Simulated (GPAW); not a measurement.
# TiO2 (Anatase, I4_1/amd): the Ti K absorption edge, part 2 of 2

How does the Ti K edge of TiO2 (Anatase, I4_1/amd) move when the bonds are compressed or stretched?

GPAW 26.7.0; X-ray absorption from dipole matrix elements to empty bands, plane-wave PAW revPBE.

So far. Step 8 (Spectrum with FCH, Ti atom 1): The scaled spectrum changes by 6 % r.m.s. The highest intensity below 24 eV goes from 17.5 eV (3.35) to 17.8 eV (3.41). Step 10 (Spectrum with FCH, Ti atom 1): Against the first run the r.m.s. difference is 6 %. The highest intensity below 24 eV goes from 17.5 eV (3.35) to 17.2 eV (3.30).

## 12. Spectrum with FCH, Ti atom 1

Changed against the first core-hole run: volume scale from 1 to 1.06.

File xas.py:

```python
import numpy as np
from ase import Atoms
from ase.parallel import parprint, paropen
from gpaw import GPAW, PW, FermiDirac, Mixer, MixerDif, setup_paths
from gpaw.test import gen
setup_paths.insert(0, '.')
gen('Ti', name='fch1s', xcname='revPBE', corehole=(1, 0, 1), write_xml=True)
from gpaw.mpi import world
world.barrier()

atoms = Atoms('Ti4O8',
    cell=[[3.85841884, -3.85841884, 0],
     [3.85841884, 3.85841884, 0],
     [-1.92920942, 1.92920942, 4.85060408]],
    scaled_positions=[[0, 0.25, 0.5],
     [0.5, 0.75, 0.5],
     [0, 0, 0],
     [0.5, 0.5, 0],
     [0.7919, 0, 0.5838],
     [0.2919, 0.5, 0.5838],
     [0.7919, 0.25, 0.0838],
     [0.2919, 0.75, 0.0838],
     [0.2081, 0.25, 0.9162],
     [0.7081, 0.75, 0.9162],
     [0.2081, 0, 0.4162],
     [0.7081, 0.5, 0.4162]],
    pbc=True)
atoms.calc = calc = GPAW(legacy_gpaw=True, mode=PW(500, force_complex_dtype=True), xc='revPBE', setups={0: 'fch1s'},
    kpts={'size': (4, 3, 4), 'gamma': True}, occupations=FermiDirac(0.02),
    charge=0, mixer=Mixer(0.1, 5, 50), maxiter=150,
    convergence={'density': 0.0001, 'eigenstates': 1e-6}, txt='scf.txt')
energy = atoms.get_potential_energy() + calc.get_reference_energy()
ef = calc.get_fermi_level()
out = dict(energy=energy, fermi=ef, forces=atoms.get_forces().tolist())
parprint(f'all-electron energy {energy:.4f} eV, Fermi level {ef:.4f} eV')
ev = np.array([[calc.get_eigenvalues(k, s) for k in range(len(calc.get_ibz_k_points()))] for s in range(calc.get_number_of_spins())])
out['homo'], out['lumo'], out['counts'] = ev[ev < ef].max(), ev[ev > ef].min(), sorted(set((ev < ef).sum((0, 2)).tolist()))
out['filled'] = (ev[:, 0] < ef).sum(1).tolist()

from ase.units import Ha
from gpaw.xas import dipole_matrix_elements
nb = int(calc.get_number_of_electrons() / 2) + 109
top, nb = nb, nb + 8 + nb // 12
nscf = calc.fixed_density(kpts={'size': (5, 5, 5), 'gamma': True}, nbands=nb,
    convergence={'bands': top, 'eigenstates': 5e-3}, maxiter=60, txt='nscf.txt')
cell = atoms.cell.array
ops = [cell.T @ U.T @ np.linalg.inv(cell.T) for U in nscf.wfs.kd.symmetry.op_scc]
filled = [48]  # bands filled in the ground state, by spin
E = np.arange(-6, 34, 0.1)
fwhm = np.interp(E, [4, 25], [0.94, 3.5])
Y, X, zero, highest = 0, 0, 1e9, 1e9
for spin in range(nscf.get_number_of_spins()):
    wfs = nscf.wfs
    mine = wfs.bd.get_slice()  # this rank's bands
    A = dipole_matrix_elements(wfs.setups[0])
    eps = np.zeros((wfs.kd.nibzkpts, nb))
    d = np.zeros((3, A.shape[1], wfs.kd.nibzkpts, nb), complex)
    for kpt in wfs.kpt_u:
        if kpt.s == spin and 0 in kpt.P_ani:
            eps[kpt.k, mine] = kpt.eps_n * Ha
            d[:, :, kpt.k, mine] = (kpt.weight * wfs.nspins / 2) ** 0.5 * np.inner(A, kpt.P_ani[0])
    world.sum(eps)
    world.sum(d)
    T = np.einsum('amkn,bmkn->abkn', d, d.conj()).real
    T = sum(np.einsum('ai,ijkn,bj->abkn', R, T, R) for R in ops) / len(ops)
    empty = np.ones_like(eps, bool) & (np.arange(nb) >= filled[spin])
    zero, highest = min(zero, eps[empty].min()), min(highest, eps[:, top - 1].min())
    lines = [(eps, T, empty)] if spin == 0 else lines + [(eps, T, empty)]
for eps, T, empty in lines:
    f = np.einsum('aakn->akn', T).reshape(3, -1)
    x = eps.ravel() - zero
    w = np.interp(x, E, fwhm) / 2.35482
    g = np.exp(-0.5 * ((E[:, None] - x) / w) ** 2) / (w * (2 * np.pi) ** 0.5)
    Y = Y + (f * empty.ravel()) @ g.T
    X = X + (f * ~empty.ravel()) @ g.T
out.update(E=E.round(2).tolist(), xas=Y.tolist(), xes=X.tolist(), zero=zero, valid=highest - zero, nk=len(eps), nb=nb)
for i in range(0, len(E), 10):
    parprint(f'{E[i]:7.2f}', *(f'{v:10.3e}' for v in Y[:, i]))
import json
with paropen('out.json', 'w') as f:
    json.dump(out, f)
```

On the command line:

```sh
OMP_NUM_THREADS=1 mpirun -n 4 gpaw python xas.py
```

The job ended after 2.2 min (4 MPI ranks of Arm Neoverse V2, shared host; peak memory 0.49 GiB; 8.7 min of CPU time).

```csv
E (eV),first run,this run
-2.0,0.00,0.00
-1.0,0.00,0.00
0.0,0.08,0.08
1.0,0.15,0.10
2.0,0.10,0.14
3.0,0.39,0.31
4.0,0.17,0.15
5.0,0.34,0.39
6.0,0.30,0.10
7.0,0.03,0.02
8.0,0.05,0.06
9.0,0.14,0.18
10.0,0.32,0.38
11.0,0.56,0.63
12.0,0.67,0.74
13.0,0.75,0.88
14.0,1.11,1.27
15.0,1.72,2.01
16.0,2.59,2.91
17.0,3.27,3.24
18.0,3.26,2.90
19.0,2.80,2.43
20.0,2.43,2.19
21.0,2.29,2.06
22.0,2.17,1.89
23.0,2.00,1.75
24.0,1.90,1.71
25.0,1.90,1.71
26.0,1.89,1.67
27.0,1.82,1.61
28.0,1.75,1.62
29.0,1.74,1.67
30.0,1.80,1.73
31.0,1.85,1.81
32.0,1.92,1.93
```

The scaled spectrum changes by 11 % r.m.s. The highest intensity below 24 eV goes from 17.5 eV (3.35) to 16.9 eV (3.25).

The photon energy of the zero moves by +0.18 eV.

## 13. The volumes side by side

```csv
volume,nearest distance (Å),shift of the zero (eV),maximum 1 (eV above own zero),maximum 2 (eV above own zero),maximum 3 (eV above own zero),maximum 4 (eV above own zero)
0.94,1.894,-0.22,0.7,3.2,5.9,18.1
0.97,1.914,-0.11,0.7,3.1,5.7,17.8
1,1.934,+0.00,0.6,3.0,5.4,17.5
1.03,1.953,+0.10,0.6,2.9,5.2,17.2
1.06,1.972,+0.18,0.5,2.8,5.0,16.9
```

The curves, each shifted by its zero's change so that they share one photon-energy axis, counted from the zero at V × 1:

```csv
E (eV),V × 0.94,V × 0.97,V × 1,V × 1.03,V × 1.06
-2.0,0.00,0.00,0.00,0.00,0.00
-1.0,0.00,0.00,0.00,0.00,0.00
0.0,0.15,0.11,0.08,0.06,0.04
1.0,0.15,0.15,0.15,0.15,0.14
2.0,0.14,0.12,0.10,0.09,0.09
3.0,0.46,0.42,0.39,0.36,0.33
4.0,0.23,0.20,0.17,0.16,0.15
5.0,0.28,0.31,0.34,0.36,0.37
6.0,0.46,0.38,0.30,0.22,0.16
7.0,0.09,0.05,0.03,0.02,0.01
8.0,0.05,0.05,0.05,0.05,0.05
9.0,0.14,0.14,0.14,0.14,0.15
10.0,0.30,0.31,0.32,0.33,0.34
11.0,0.53,0.54,0.56,0.57,0.59
12.0,0.63,0.65,0.67,0.70,0.73
13.0,0.65,0.70,0.75,0.79,0.84
14.0,1.02,1.07,1.11,1.15,1.18
15.0,1.64,1.68,1.72,1.78,1.85
16.0,2.47,2.52,2.59,2.68,2.77
17.0,3.26,3.26,3.27,3.27,3.24
18.0,3.48,3.38,3.26,3.13,2.99
19.0,3.14,2.97,2.80,2.64,2.50
20.0,2.71,2.56,2.43,2.32,2.21
21.0,2.51,2.39,2.29,2.18,2.08
22.0,2.41,2.29,2.17,2.05,1.93
23.0,2.27,2.13,2.00,1.88,1.77
24.0,2.14,2.02,1.90,1.80,1.71
25.0,2.12,2.01,1.90,1.80,1.71
26.0,2.16,2.02,1.89,1.78,1.68
27.0,2.12,1.96,1.82,1.71,1.62
28.0,2.00,1.85,1.75,1.67,1.61
29.0,1.90,1.81,1.74,1.70,1.66
30.0,1.90,1.85,1.80,1.76,1.72
31.0,1.97,1.91,1.85,1.81,1.79
32.0,2.02,1.96,1.92,1.91,1.91
```

## 14. Outcome

| Item | Value |
| --- | --- |
| absorber and edge | Ti K, atom 1 of the ground-state input (counted from 1) |
| surroundings | 4 O at 1.93 Å and 2 O at 1.98 Å (distorted octahedral, site symmetry -4m2) |
| highest intensity below 24 eV | 17.5 eV above the zero, height 3.35 |
| photon energy of the zero, with the added terms | 4962.3 eV (raw 4985.1 eV; uncertain by a few eV) |

From V × 0.94 to V × 1.06 the nearest distance grows by 0.077 Å and the zero moves by +0.40 eV. Above their own zero, the maxima move from 0.7 to 0.5 eV, from 3.2 to 2.8 eV, from 5.9 to 5.0 eV and from 18.1 to 16.9 eV. The one highest in energy moves most, in the direction that the rule ΔE·R² ≈ constant for scattering resonances gives. The Ti K edge of atom 1, with 4 O at 1.93 Å and 2 O at 1.98 Å (distorted octahedral, site symmetry -4m2), has its highest intensity of the first 24 eV at 17.5 eV above the zero, near 4980 eV in photon energy (uncertain by a few eV), 3.4 times the mean level of the first 20 eV (Gaussian full width 0.94 eV up to 4 eV, rising linearly to 3.5 eV at 25 eV). At the Ti K edge of atom 1 polarisation matters most near 18.2 eV, where the curves differ by 1.7 on this scale. The strongest dipole feature below the main edge lies at 5.4 eV (height 0.44); the site lacks an inversion centre, which allows local p–d mixing besides the mixing with the neighbours' empty states; the run doesn't separate the two. Quadrupole 1s→3d transitions, which feed the pre-edge, are not in the dipole spectrum. The holes are only 5.4 Å apart, so the shape is probably not converged with cell size; no larger cell was run here. The mesh is coarse (0.27 Å⁻¹ between points), so small maxima may be mesh ripples. The structure is a published determination, not relaxed.

[Logs are printed without paths, hosts, clocks, repeated set-up lines and the standing remarks that a program may print on its own settings, such as how far it seeks lower states.]

[Hosts, paths, dates, database ids (printed as entryN), source tags and the programs' standing remarks are cut or masked in the printed files.]

[Lists of maxima count a maximum above −3 eV only where it reaches 4 % of the highest in the window and stands out from its surroundings by 2 % of it (1.5 % where it reaches 55 %); shoulders and weaker maxima are passed over, and of the rest the first, up to two pre-edge ones and the few strongest are named.]
